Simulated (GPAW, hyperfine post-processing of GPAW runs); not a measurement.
## Fermi-contact shifts in MgV2O2F4

How far does V shift the 19F, 25Mg and 17O resonances of MgV2O2F4 at 330 K?

Program: GPAW 26.7.0. Level of theory: DFT, revPBE+U, plane-wave PAW, GPAW setups, collinear spin, scalar-relativistic. Results are calculated unless marked as measured.

**1. The starting structure**

The cell holds 9 atoms: 2 V, 1 Mg, 4 F and 2 O. Its edges and angles: a = 5.190 Å, b = 5.208 Å, c = 5.483 Å, α = 115.0°, β = 93.8°, γ = 117.6°.

Structure file:

```cif
data_structure
_symmetry_space_group_name_H-M 'P 1'
_symmetry_Int_Tables_number 1
_cell_length_a 5.1901
_cell_length_b 5.2083
_cell_length_c 5.4833
_cell_angle_alpha 115.013
_cell_angle_beta 93.830
_cell_angle_gamma 117.592
_cell_volume 112.50
loop_
_atom_site_label
_atom_site_type_symbol
_atom_site_fract_x
_atom_site_fract_y
_atom_site_fract_z
_atom_site_occupancy
V1 V 0.49604 0.99481 0.50040 1
V2 V 0.00863 0.00355 0.00897 1
Mg3 Mg 0.68214 0.37465 0.09751 1
F4 F 0.74852 0.83441 0.25378 1
F5 F 0.11080 0.51225 0.27847 1
F6 F 0.85590 0.50987 0.78282 1
F7 F 0.27845 0.16279 0.77951 1
O8 O 0.38893 0.13565 0.25354 1
O9 O 0.66815 0.95988 0.79523 1
```

The cell is a computed entry of the Materials Project; it need not be the form that is stable at ambient conditions. The atoms were relaxed beforehand at this level of theory at fixed cell, with all moments parallel.

**2. The ferromagnetic state**

The hyperfine field is read from the state with all V moments parallel, which stands for the saturated paramagnet. A Hubbard U holds the open shell closer to the ion than the plain functional does, which changes how much spin reaches the ligands. GPAW's U acts on normalised projectors, so its value can't be carried over from other programs one to one.

Input file scf.py:

```python
import json
from ase import Atoms
from ase.parallel import parprint
from gpaw import GPAW, PW, FermiDirac, MixerDif

atoms = Atoms(['V', 'V', 'Mg', 'F', 'F', 'F', 'F', 'O', 'O'],
              cell=[[5.190085, 0.0, 0.0], [-2.41234, 4.615964, 0.0], [-0.366292, -2.807405, 4.695858]],
              scaled_positions=[[0.496042, -0.005185, 0.500403], [0.008634, 0.003547, 0.008968], [0.682135, 0.374652, 0.097507], [0.748515, 0.834411, 0.25378], [0.110804, 0.512249, 0.278467], [0.855901, 0.509871, 0.782817], [0.278448, 0.162788, 0.779507], [0.388933, 0.135651, 0.253541], [0.668151, 0.959875, 0.795229]],
              magmoms=[2.0, 2.0, 0.0, 0.0, 0.0, 0.0, 0.0, 0.0, 0.0], pbc=True)
atoms.calc = GPAW(mode=PW(500), xc='revPBE', kpts={'size': (5, 5, 4), 'gamma': True}, spinpol=True, setups={'V': ':d,3.2'},
                  occupations=FermiDirac(0.02, fixmagmom=True), mixer=MixerDif(0.12, 6, 30),
                  convergence={'density': 1e-5}, maxiter=150, symmetry={'tolerance': 1e-4},
                  legacy_gpaw=True, txt='scf.txt')
parprint('energy', atoms.get_potential_energy())
parprint('moment', atoms.get_magnetic_moment())
parprint('moments', json.dumps(atoms.get_magnetic_moments().round(4).tolist()))
parprint('fermi', json.dumps(list(map(float, atoms.calc.get_fermi_levels()))))
levels = [[e - f for k in range(len(atoms.calc.get_ibz_k_points())) for e in atoms.calc.get_eigenvalues(k, s)] for s, f in enumerate(atoms.calc.get_fermi_levels())]
parprint('gap', min(min(e for e in x if e > 0) + f for x, f in zip(levels, atoms.calc.get_fermi_levels())) - max(max(e for e in x if e <= 0) + f for x, f in zip(levels, atoms.calc.get_fermi_levels())))
parprint('positions', json.dumps(atoms.get_scaled_positions(wrap=False).round(6).tolist()))
parprint('forces', json.dumps(atoms.get_forces().round(4).tolist()))
atoms.calc.write('gs.gpw')
```

A second script reads the saved density on one core and turns GPAW's hyperfine parameters into fields at the nuclei:

Input file contact.py:

```python
import numpy as np
from ase import units
from gpaw import GPAW
from gpaw.hyperfine import G_FACTOR_E, alpha, hyperfine_parameters, paw_correction
from gpaw.utilities import unpack_density

calc = GPAW('gs.gpw', legacy_gpaw=True, txt=None)
tesla = units._e / units._hplanck / 7.6225932e6 / 2  # eV per unit g_N to the field at the nucleus
unit = np.pi * alpha**2 * G_FACTOR_E * units._me / units._mp * units.Ha
valence = hyperfine_parameters(calc, exclude_core=True)
print('atom     contact field (T): all, valence')
for a, s in enumerate(calc.get_atoms().symbols):
    args = unpack_density(calc.density.D_asp[a]), calc.wfs.setups[a], calc.hamiltonian.xc
    try:  # the response of the frozen core, atom by atom
        core = (paw_correction(*args, False) - paw_correction(*args, True)) * unit
    except AssertionError:
        core = np.full((3, 3), np.nan)
    print(f'{a + 1:3d} {s:2s} {np.trace(valence[a] + core) / 3 * tesla:11.5f} {np.trace(valence[a]) / 3 * tesla:11.5f}')
```

Started as:

```bash
$ OMP_NUM_THREADS=1 mpirun -n 4 gpaw python scf.py > gpaw.log
$ python contact.py
```

Numbers of over 12 decimals in the logs are rounded to 6 here.

The log of the run:

```text
[a pick of lines from scf.txt and the scripts' output, long numbers rounded; set-up, eigenvalues, and the printed gap, site moments, positions and forces are left out]
Symmetries present (total): 1
100 k-points: 5 x 5 x 4 Monkhorst-Pack grid + [0.000000,0.000000,1/8]
51 k-points in the irreducible part of the Brillouin zone
  Cutoff energy: 500.000 eV
Occupation numbers: Fixed magnetic moment: 4.000
  width: 0.0200  # eV
XC parameters: revPBE with 2 nearest neighbor stencil
Number of bands in calculation: 52
Number of valence electrons: 76
iter:   1 01:17:40   -55.681370                   +4.0027
iter:   2 01:17:45   -53.491850   -0.45  -1.11    +4.0008
iter:   3 01:17:51   -52.561812   -0.37  -1.24    +4.0000
[... 49 further iterations ...]
iter:  53 01:22:24   -53.463448c  -7.14  -5.03c   +4.0000
iter:  54 01:22:29   -53.463450c  -7.36  -4.89    +4.0000
iter:  55 01:22:35   -53.463452c  -8.26c -5.38c   +4.0000
Converged after 55 iterations.
Total magnetic moment: (0.000000, 0.000000, 4.000000)
Local magnetic moments:
Free energy:    -53.463452
Extrapolated:   -53.463452
Fermi levels: 4.59215, 5.66894
energy -53.463452
moment 4.000000
fermi [4.592147, 5.668935]
atom     contact field (T): all, valence
  1 V    -26.90623     8.03945
  2 V    -26.39943     8.31812
  3 Mg     0.40289     0.39144
  4 F     -0.07771     0.03186
  5 F      0.45899     0.45579
  6 F      0.00291     0.08798
  7 F     -0.06692     0.10012
  8 O     -0.86012    -1.55337
  9 O     -1.14632    -2.20189
```

Run time: 5.2 min. Hardware: 4 MPI ranks of Arm Neoverse V2, shared host.

The cell holds 4.00 μB on 2 V, so S = 1.00. The total moment is held at that value. The contact field is B = (2μ₀/3) μB ρ_s, 7.769 T for 1 e/Å³, and A_iso = γB/(2πS) sums over all ions. The valence part leaves out the polarisation of the frozen cores, which GPAW adds afterwards by solving for the core states in the spin-dependent potential:

| site | atom | atoms in cell | links to V | field (T) | valence part (T) | A_iso (MHz) |
| --- | --- | --- | --- | --- | --- | --- |
| F(1) | 4 | 1 | bonded to 2 V at 2.13 Å | -0.0777 | 0.0319 | -3.11 |
| F(2) | 5 | 1 | bonded to 2 V at 2.06 to 2.18 Å | 0.459 | 0.456 | 18.4 |
| F(3) | 6 | 1 | bonded to 2 V at 2.02 to 2.13 Å | 0.00291 | 0.0880 | 0.117 |
| F(4) | 7 | 1 | bonded to 2 V at 2.07 to 2.10 Å | -0.0669 | 0.100 | -2.68 |
| Mg | 3 | 1 | 7 V through links of 80 to 84° (2), 90 to 97° (4), 99° (3) and 123 to 126° (3) | 0.403 | 0.391 | -1.05 |
| O(1) | 8 | 1 | bonded to 2 V at 1.94 Å | -0.860 | -1.55 | 4.97 |
| O(2) | 9 | 1 | bonded to 2 V at 1.91 Å | -1.15 | -2.20 | 6.62 |

Flips were run but gave no usable state (a moment collapsed or the run did not finish). Θ = 0 is used.

**3. Cost against result**

Spin transfer to the ligands hangs on how far the functional delocalises the open shell, so other levels show how much the fields depend on it.

Contact fields (T) with all moments parallel; times on 4 MPI ranks of Arm Neoverse V2, shared host. The cutoff is 500 eV where none is named; the moment is held in each run.

| level | moment (μB) | time | F(1) | F(2) | F(3) | F(4) | Mg | O(1) |
| --- | --- | --- | --- | --- | --- | --- | --- | --- |
| revPBE +U V 3.2 eV | 4.00 | 5.2 min | -0.0777 | 0.459 | 0.00291 | -0.0669 | 0.403 | -0.860 |
| revPBE +U V 1.9 eV | 4.00 | 3.4 min | -0.0698 | 0.574 | 0.0669 | -0.0392 | 0.444 | -0.936 |
| revPBE +U V 4.5 eV | 4.00 | 6.3 min | -0.0783 | 0.382 | -0.0375 | -0.0744 | 0.370 | -0.834 |
| LDA +U V 3.2 eV | 4.00 | 4.2 min | -0.783 | -0.0355 | -0.588 | -0.763 | 0.603 | -1.36 |
| revPBE +U V 3.2 eV, 650 eV | 4.00 | 7 min | -0.0815 | 0.456 | -0.00219 | -0.0759 | 0.400 | -0.833 |

**4. Shifts at temperature**

The shift is δ = B · g μB (S + 1) / (3 k_B (T − Θ)) with g = 2; at 330 K and Θ = 0 K one tesla gives 2714 ppm. The anisotropy is a sum over point dipoles on the V ions, scaled alike; on atoms bound to V, spin in their own p shell adds an anisotropy that this leaves out.

| site | nucleus | δ_iso (ppm) | reduced anisotropy (ppm) | asymmetry |
| --- | --- | --- | --- | --- |
| F(1) | 19F | -211 | 1430 | 0.24 |
| F(2) | 19F | 1250 | 1540 | 0.20 |
| F(3) | 19F | 7.9 | 1890 | 0.11 |
| F(4) | 19F | -182 | 1640 | 0.19 |
| Mg | 25Mg | 1090 | -73 | 0.71 |
| O(1) | 17O | -2330 | 1980 | 0.24 |
| O(2) | 17O | -3110 | 2410 | 0.14 |

The reduced anisotropy is δ_zz − δ_iso, with zz the principal value farthest from δ_iso. The Weiss constant adds its own doubt: exchange couplings from semilocal functionals with a U can miss even their sign, and a Θ lower by 100 K would lower every shift by 23 %.

19F MAS at 11.7 T (468.9 MHz), 62.5 kHz, 330 K; contact and dipolar shift alone, no orbital or quadrupolar part; the isotropic lines and the strongest sidebands, 30 of 93 lines. Lines of the NMR spectrum (strongest = 100):

| position (ppm) | label | intensity |
| --- | --- | --- |
| -1010.6 | F(1) -6 | 35 |
| -981.4 | F(4) -6 | 61 |
| -925.1 | F(3) -7 | 54 |
| -877.3 | F(1) -5 | 76 |
| -848.1 | F(4) -5 | 94 |
| -791.8 | F(3) -6 | 91 |
| -744.1 | F(1) -4 | 100 |
| -714.8 | F(4) -4 | 79 |
| -658.5 | F(3) -5 | 79 |
| -610.8 | F(1) -3 | 77 |
| -581.5 | F(4) -3 | 61 |
| -525.3 | F(3) -4 | 60 |
| -477.5 | F(1) -2 | 59 |
| -344.2 | F(1) -1 | 33 |
| -314.9 | F(4) -1 | 34 |
| -210.9 | F(1) centre | 38 |
| -181.6 | F(4) centre | 33 |
| -77.6 | F(1) +1 | 41 |
| -48.3 | F(4) +1 | 38 |
| 7.9 | F(3) centre | 40 |
| 189.0 | F(1) +3 | 34 |
| 322.2 | F(1) +4 | 33 |
| 446.0 | F(2) -6 | 48 |
| 579.3 | F(2) -5 | 91 |
| 712.5 | F(2) -4 | 92 |
| 845.8 | F(2) -3 | 68 |
| 979.1 | F(2) -2 | 42 |
| 1245.7 | F(2) centre | 33 |
| 1379.0 | F(2) +1 | 43 |
| 1778.9 | F(2) +4 | 35 |

17O MAS at 11.7 T (67.6 MHz), 62.5 kHz, 330 K; contact and dipolar shift alone, no orbital or quadrupolar part; lines under 1.5 % of the strongest are left out. Lines of the NMR spectrum (strongest = 100):

| position (ppm) | label | intensity |
| --- | --- | --- |
| -4961.4 | O(2) -2 | 8.5 |
| -4184.6 | O(1) -2 | 5.1 |
| -4036.2 | O(2) -1 | 63 |
| -3259.5 | O(1) -1 | 50 |
| -3111.1 | O(2) centre | 75 |
| -2334.4 | O(1) centre | 100 |
| -2186.0 | O(2) +1 | 27 |
| -1409.2 | O(1) +1 | 27 |
| -1260.9 | O(2) +2 | 21 |
| -484.1 | O(1) +2 | 14 |
| -335.7 | O(2) +3 | 3.9 |
| 441.0 | O(1) +3 | 2.0 |

**5. Results**

```yaml
spin_of_v: 1.00
19f_contact_shift_at_330_k_theta_0_k: -211, 1250, 7.9, -182 ppm
25mg_contact_shift_at_330_k_theta_0_k: 1090 ppm
17o_contact_shift_at_330_k_theta_0_k: -2330, -3110 ppm
```

In words: At 330 K the V moments shift 19F on F(1) by -211 ppm, 19F on F(2) by 1250 ppm, 19F on F(3) by 7.9 ppm, 19F on F(4) by -182 ppm, 25Mg on Mg by 1090 ppm and 17O on O(1) by -2330 ppm, scaled with a pure Curie law. No Weiss constant was computed, so the shifts are given for a pure Curie law; each 30 K of Θ would move them by about 9 %. Over the levels shown, the field at F(1) runs from -0.783 T (LDA +U V 3.2 eV) to -0.0698 T (revPBE +U V 1.9 eV); among the sites in the table it changes sign at F(2) and F(3). On F(2) and F(3) the levels differ even in sign, so neither size nor sign of that shift is settled. 2 further runs of this session (trial settings, or flips that did not finish) are not shown. All this holds only well above the ordering temperature and the strongest exchange, neither of which is computed. The orbital (chemical) shift and the pseudocontact shift from g anisotropy are not included. The moment is taken as spin only; V in this state can carry an orbital part, which tends to lower the real effective moment. GPAW's core response is not screened by the valence electrons and can be too large by up to a factor of two, so sites where total and valence fields differ much are unsure by that part. For anions bound to the magnetic ion the point-dipole anisotropy lacks the spin in their own p orbitals, and their lines are broad and relax fast. On F(1), F(3), F(4), O(1) and O(2) total and valence fields differ by over a quarter of the total (by up to 29 times the total); that core part hangs on the functional and on the program's treatment of the cores, and where it exceeds the total neither size nor sign of the shift is settled. The dipole sum is for a spherical crystallite; bulk susceptibility, which broadens real lines, and quadrupolar couplings are left out.

[Logs are printed without paths, hosts, clocks, repeated set-up lines and the standing remarks that a program may print on its own settings, such as how far it seeks lower states.]

[Hosts, paths, dates, database ids (printed as entryN), source tags and the programs' standing remarks are cut or masked in the printed files.]
